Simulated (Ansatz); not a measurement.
# Formation energy and levels of the substitutional impurity Nb_Si in SiC (P6_3mc)

Charge states of Nb_Si in SiC (P6_3mc), set against the band edges. Model: a cell of 108 host atoms with 1 Si taken out and 1 Nb put in.

Calculated with Ansatz 0.2.0; place-levels on r2SCAN runs: charge-transition levels and formation energies with image-charge correction and potential alignment at the atomic sites; PAW set soft_1.

**Measured values to reproduce.**

“Charge spill-out and work function of few-layer graphene on SiC(0001)” (2018, arxiv:1806.04908) quotes from earlier work for SiC, 6H (bulk crystal, literature): band gap (indirect gap, experimental literature value) 3.03 eV [Literature value cited in passing in the theory part; temperature and measurement method …].

## (1) The structure

The cell holds 108 atoms: 53 Si, 54 C and 1 Nb. Cell: a = 9.236 Å, b = 9.236 Å, c = 15.108 Å, α = 90.0°, β = 90.0°, γ = 120.0°. It derives from SiC (space group P6_3mc). Nearest the centre at fractional (0.667, 0.667, 0.500): Nb101 at 0.00 Å, C71 at 1.89 Å, C107 at 1.89 Å, C59 at 1.89 Å, C104 at 1.89 Å, Si77 at 3.08 Å, Si53 at 3.08 Å, Si5 at 3.08 Å.

The host's dielectric constants go in as inputs: (7.09, 7.09, 7.35) for the electrons alone, (10.43, 10.43, 10.95) with the ions, computed on the host (DFPT, PBEsol, on the r2SCAN cell), and a cell off the functional's own equilibrium shifts the ionic part.

The cell's shortest repeat is 9.2 Å.

## (2) Charge states

Levels follow from differences of total energies between charge states, each relaxed by itself.

Random displacements of about 0.05 Å break the site symmetry at the start, so that the relaxation can reach a distorted minimum if there is one. Forces are taken at one point at (¼, ¼, ¼). The cell holds 1 electron more than the neutral one, with a uniform background that keeps it neutral on the whole.

The sampling was tested on the host first: at the k-points planned (1x1x1 shifted 0.25 0.25 0.25) its energy lies -0.041 eV an atom from the dense-mesh value, a large miss, so this sampling is coarse for the host.

One state's input; the others differ in charge, spin, start and seed, and in occupations where the table says so.

Input file qm1.relax/input.yaml:

```yaml
crystal:
  lattice:
    - [9.23599493, 0.0, 0.0]
    - [-4.61799746, 7.99860624, 0.0]
    - [0.0, 0.0, 15.1078644]
  atoms:
    - { symbol: Si, position: [0.11111111, 0.22222222, 0.8329854] }
    - { symbol: Si, position: [0.22222222, 0.11111111, 0.3329854] }
[... 2 atom lines left out ...]
    - { symbol: Si, position: [0.0, 0.0, 0.49972248] }
[... 17 atom lines left out ...]
    - { symbol: C, position: [0.22222222, 0.44444444, 0.54152848] }
[... 5 atom lines left out ...]
    - { symbol: Si, position: [0.0, 0.66666667, 0.49972248] }
[... 20 atom lines left out ...]
    - { symbol: Si, position: [0.55555556, 0.44444444, 0.3329854] }
    - { symbol: Si, position: [0.55555556, 0.44444444, 0.66650102] }
[... 1 atom line left out ...]
    - { symbol: Si, position: [0.33333333, 0.33333333, 0.49972248] }
[... 5 atom lines left out ...]
    - { symbol: C, position: [0.55555556, 0.44444444, 0.54152848] }
[... 2 atom lines left out ...]
    - { symbol: Si, position: [0.55555556, 0.77777778, 0.3329854] }
    - { symbol: Si, position: [0.55555556, 0.77777778, 0.66650102] }
[... 1 atom line left out ...]
    - { symbol: Si, position: [0.33333333, 0.66666667, 0.49972248] }
[... 5 atom lines left out ...]
    - { symbol: C, position: [0.55555556, 0.77777778, 0.54152848] }
[... 5 atom lines left out ...]
    - { symbol: Si, position: [0.66666667, 0.0, 0.49972248] }
[... 5 atom lines left out ...]
    - { symbol: C, position: [0.88888889, 0.11111111, 0.54152848] }
[... 5 atom lines left out ...]
    - { symbol: Si, position: [0.66666667, 0.33333333, 0.49972248] }
[... 5 atom lines left out ...]
    - { symbol: C, position: [0.88888889, 0.44444444, 0.54152848] }
[... 2 atom lines left out ...]
    - { symbol: Si, position: [0.88888889, 0.77777778, 0.3329854] }
    - { symbol: Si, position: [0.88888889, 0.77777778, 0.66650102] }
[... 1 atom line left out ...]
    - { symbol: Nb, position: [0.66666667, 0.66666667, 0.49972248] }
[... 2 atom lines left out ...]
    - { symbol: C, position: [0.66666667, 0.66666667, 0.37436694] }
[... 2 atom lines left out ...]
    - { symbol: C, position: [0.88888889, 0.77777778, 0.54152848] }
    - { symbol: C, position: [0.77777778, 0.88888889, 0.04152848] }
  host:
    repeats: [3, 3, 1]
    atoms:
      - { symbol: Si, position: [0.33333333, 0.66666667, 0.8329854] }
      - { symbol: Si, position: [0.66666667, 0.33333333, 0.3329854] }
      # ... 10 more atoms of the perfect host
total_charge: -1
basis:
  ecutwfc: 500
  xc_grid: 2
hamiltonian:
  xc: r2scan
  pseudopotentials: { kind: paw, azcp: { folder: soft_1 } }
kpoints:
  mp_grid: { grid: [1, 1, 1], shift: [0.25, 0.25, 0.25] }
scf:
  occupations: { method: fixed }
  max_iter: 100
output:
  forces: true
  charged_corrections:
    epsilon: [7.09, 7.09, 7.35]
    static_epsilon: [10.43, 10.43, 10.95]
    defect_position: [0.666667, 0.666667, 0.499722]
relax:
  f_tol: 0.02
  max_steps: 80
  random_displacement: { amplitude: 0.05, seed: 8701 }
checkpoint:
  write: "../qm1.relax.run"
  compress: false
  write_wavefunctions: true
  write_every: 100000
```

Run with:

```bash
$ ansatz run input.yaml --threads 4 --pin off --max-ram 15073MiB --backend cpu --events-out ev --progress --plain --runs-dir out
```

Defect states can disperse in a cell of this size, so the energy is taken again at a 2×2×2 shifted mesh, on the relaxed structure.

The run of this state that the levels use, under r2SCAN:

Input file qm1.point/input.yaml:

```yaml
crystal:
  checkpoint: "../qm1.relax.run"
  host: checkpoint
total_charge: -1
basis:
  ecutwfc: 500
  xc_grid: 2
hamiltonian:
  xc: r2scan
  pseudopotentials: { kind: paw, azcp: { folder: soft_1 } }
kpoints:
  mp_grid: { grid: [2, 2, 2], shift: [0.5, 0.5, 0.5] }
scf:
  occupations: { method: fermi_dirac, width: 0.01 }
  max_iter: 100
output:
  forces: true
  eigenvalues: true
  charged_corrections:
    epsilon: [7.09, 7.09, 7.35]
    static_epsilon: [10.43, 10.43, 10.95]
    defect_position: [0.666667, 0.666667, 0.499722]
  eigenstates: { localisation: true }
  populations: true
  band_densities: [{ bands: [v1, v1] }, { bands: [c1, c1] }]
  write_density: true
  write_potential: true
  volumetric_format: npy
  elf: true
checkpoint:
  read: "../qm1.relax.run"
  write: "../qm1.point.run"
  compress: false
  write_wavefunctions: false
  write_every: 100000
```

Relaxations under r2SCAN at one point at (¼, ¼, ¼); times on 4 threads of Arm Neoverse V1, shared host:

```csv
charge,moment (μB),occupations,outcome,steps,largest displacement against the far atoms (Å),time
−1,0,fixed,converged,10,0.24,5.5 min
−1,2,fixed,converged,10,0.27,14 min
0,1,fixed,converged,8,0.20,11 min
+1,0,fixed,converged,6,0.15,3.4 min
+1,2,fixed,converged,7,0.22,9.5 min
```

Single points under r2SCAN at a 2×2×2 shifted mesh; times on 4 threads of Arm Neoverse V1, shared host:

```csv
charge,moment (μB),occupations,outcome,time
−1,0,fermi-dirac,converged,4.3 min
−1,2,fermi-dirac,converged,9.5 min
0,1,fermi-dirac,converged,12 min
+1,0,fermi-dirac,converged,3.7 min
+1,2,fermi-dirac,converged,15 min
```

Distances (Å) from Nb101 to the nearest atoms after relaxation with r2SCAN:

```csv
charge,moment (μB),1.,2.,3.,4.,5.,6.
−1,0,C 2.03,C 2.03,C 2.08,C 2.11,Si 2.98,Si 3.00
−1,2,C 2.07,C 2.08,C 2.09,C 2.09,Si 3.04,Si 3.05
0,1,C 2.04,C 2.04,C 2.06,C 2.06,Si 3.09,Si 3.09
+1,0,C 2.00,C 2.01,C 2.02,C 2.02,Si 3.10,Si 3.10
+1,2,C 2.05,C 2.05,C 2.06,C 2.06,Si 3.08,Si 3.08
```

## (3) place-levels, r2SCAN

A charged cell interacts with its images and the background, and its potential has another zero than the host's. place-levels removes the first by a point-charge model, screened by the static dielectric constant since the ions have relaxed around the charge, and the second by comparing potentials at atoms far from the defect.

The host is a run of the defect-free crystal in the same cutoffs, grids and k-points, so that basis and sampling errors cancel in part in the differences. The host is run in a cell of 12 atoms on a matching mesh. Its band edges are searched through the zone by a band path, so the gap is smaller than, or equal to, that on the mesh. Chemical potentials are energies per atom of Si (diamond) and Nb (bcc), run with the same functional and cutoff.

Input file levels.point.yaml:

```yaml
host:
  run: host.point.run
states: [qm1.point.run, qm1_M2.point.run, q0_M1.point.run, qp1.point.run, qp1_M2.point.run]
geometry_from:
  qm1.point.run: qm1.relax.run
  qm1_M2.point.run: qm1_M2.relax.run
  q0_M1.point.run: q0_M1.relax.run
  qp1.point.run: qp1.relax.run
  qp1_M2.point.run: qp1_M2.relax.run
  host.point.run: host.relax.run
chemical_potentials:
  Si:
    energy: -639.06578
    dataset: <sha256 of the dataset>
  Nb:
    energy: -4563.656891
    dataset: "<sha256 of the dataset>"
epsilon: [7.09, 7.09, 7.35]
static_epsilon: [10.43, 10.43, 10.95]
vertical:
  - { from: qm1.point.run, to: qm1.point_neutral.run }
  - { from: qm1_M2.point.run, to: qm1_M2.point_neutral.run }
  - { from: qp1.point.run, to: qp1.point_neutral.run }
  - { from: qp1_M2.point.run, to: qp1_M2.point_neutral.run }
```

Run with:

```bash
$ ansatz place-levels levels.point.yaml -- --threads 4 --pin off --max-ram 15073MiB
```

Numbers of over 12 decimals in the logs are rounded to 6 here.

Log:

```text
[... repeated set-up lines and file paths are left out, and long positions are rounded to six places ...]
(+1/0) 1.838 eV above the valence edge, 0.531 eV under the conduction edge
(0/-1) 2.368 eV above the valence edge (+2.427 eV without the band-filling correction), 0.000 eV under the conduction edge
formation energy of charge +1: +1.691 eV with the Fermi level at the valence edge
formation energy of charge 0: +3.529 eV with the Fermi level at the valence edge
formation energy of charge -1: +5.897 eV with the Fermi level at the valence edge
vertical -1 to 0: no energy, since no alignment is typed
  the change from vertical[0].from (qm1.point.run) to vertical[0].to (qm1.point_neutral.run): by its potential at epsilon [7.09, 7.09, 7.35] it stands at 0.686 0.678 0.524, with an rms radius of about 4.2 Å (2.4 2.2 2.7 Å across the planes of the cell's [...]
vertical -1 to 0: no energy, since no alignment is typed
  the change from vertical[1].from (qm1_M2.point.run) to vertical[1].to (qm1_M2.point_neutral.run): by its potential at epsilon [7.09, 7.09, 7.35] it stands at 0.626 0.702 0.481, with an rms radius of about 2.3 Å (1.2 1.2 1.5 Å across the planes of the cell's [...]
vertical +1 to 0: no energy, since no alignment is typed
  the change from vertical[2].from (qp1.point.run) to vertical[2].to (qp1.point_neutral.run): by its potential at epsilon [7.09, 7.09, 7.35] it stands at 0.632 0.696 0.496, with an rms radius of about 2.2 Å (1.2 1.3 1.3 Å across the planes of the cell's [...]
vertical +1 to 0: no energy, since no alignment is typed
  the change from vertical[3].from (qp1_M2.point.run) to vertical[3].to (qp1_M2.point_neutral.run): by its potential at epsilon [7.09, 7.09, 7.35] it is spread over the cell along a vector, with an rms radius of about 7.3 Å (3.9 3.9 4.9 Å across the planes of [...]
  edges by r2scan, gap 2.368 eV; the host is sampled to repeats of 18.47 Å
  the defect's cells are sampled to repeats of 18.47 Å, like sampling
  charge +1: -52064.2668 eV with its correction of +0.341 eV, at epsilon [10.43, 10.43, 10.95], aligned at sites: +0.1747 eV, mean over 73 atomic sites at or beyond 4.62 Å from the host's site at [0.6663, 0.6671, 0.4997] by the defect at [0.6667, 0.6667, [...]
  charge 0: +0.000 eV for its dipole among its images, +0.000 omitted
  charge -1: -52041.1338 eV with its correction of -0.032 eV, at epsilon [10.43, 10.43, 10.95], aligned at sites: +0.1990 eV, mean over 73 atomic sites at or beyond 4.62 Å from the host's site at [0.6663, 0.6671, 0.4997] by the defect at [0.6667, 0.6667, [...]
  charge +1: states[4] (qp1_M2.point.run) stands 2.119 eV higher, with a moment of 2.00 μB against 0.00
  states[4] (qp1_M2.point.run): levels filled in part (TS 0.006 eV): its energy is of no whole electron's
  charge -1: states[0] (qm1.point.run) stands 0.338 eV higher, with a moment of 0.00 μB against 2.00
  states[0] (qm1.point.run): levels filled in part (TS 0.002 eV): its energy is of no whole electron's
  of states[2] (q0_M1.point.run): stability_check_not_made
  of states[1] (qm1_M2.point.run): a band-filling correction moves a carrier to the host's band edge, which changes its energy by -0.058 eV; stability_check_not_made
  of states[4] (qp1_M2.point.run): it parts from the run at its places by a charge that spreads by about 3.9 Å along one vector (1.4 Å or more is wide), by its potential at epsilon [7.09, 7.09, 7.35], taken for that of held ions (one typed too small widens [...]
  of states[0] (qm1.point.run): it parts from the run at its places by a charge that spreads by about 2.4 Å along one vector (1.4 Å or more is wide), by its potential at epsilon [7.09, 7.09, 7.35], taken for that of held ions (one typed too small widens it), [...]
  vertical[0].from (qm1.point.run): levels filled in part (TS 0.002 eV): its energy is of no whole electron's
  of vertical[0].from (qm1.point.run): its sublattices stand up to 0.0147 Å off the host's, which by the two runs' forces adds about +0.01 eV to its energy against the host's, and moves the band edges: relax the crystal first, and build the cells on it; [...]
  of vertical[0].to (qm1.point_neutral.run): stability_check_not_made
  of vertical[1].from (qm1_M2.point.run): stability_check_not_made
  of vertical[1].to (qm1_M2.point_neutral.run): it set out from the moments of a save, which an earlier run chose (saved_moments_taken); stability_check_not_made
  of vertical[2].to (qp1.point_neutral.run): stability_check_not_made
  vertical[3].from (qp1_M2.point.run): levels filled in part (TS 0.006 eV): its energy is of no whole electron's
  of vertical[3].from (qp1_M2.point.run): its sublattices stand up to 0.0172 Å off the host's, which by the two runs' forces adds about +0.01 eV to its energy against the host's, and moves the band edges: relax the crystal first, and build the cells on it; [...]
  of vertical[3].to (qp1_M2.point_neutral.run): it set out from the moments of a save, which an earlier run chose (saved_moments_taken); stability_check_not_made
```

Wall time 0.84 s (4 threads of Arm Neoverse V1, shared host).

(Part 1 of 2 ends here.)

[Logs are printed without paths, hosts, clocks, repeated set-up lines and the standing remarks that a program may print on its own settings, such as how far it seeks lower states.]

[Hosts, paths, dates, database ids (printed as entryN), source tags and the programs' standing remarks are cut or masked in the printed files.]

[Where a table of states has a column of steps, it counts the stored structures, which are thinned; the runs took as many ionic steps or more.]

[A defect's name tells the site on which it was built; relaxed atoms can leave that site.]

[For some hosts the program warned that the k-mesh of the response run may be too coarse for force constants and the static dielectric constant; such warnings are not shown here.]
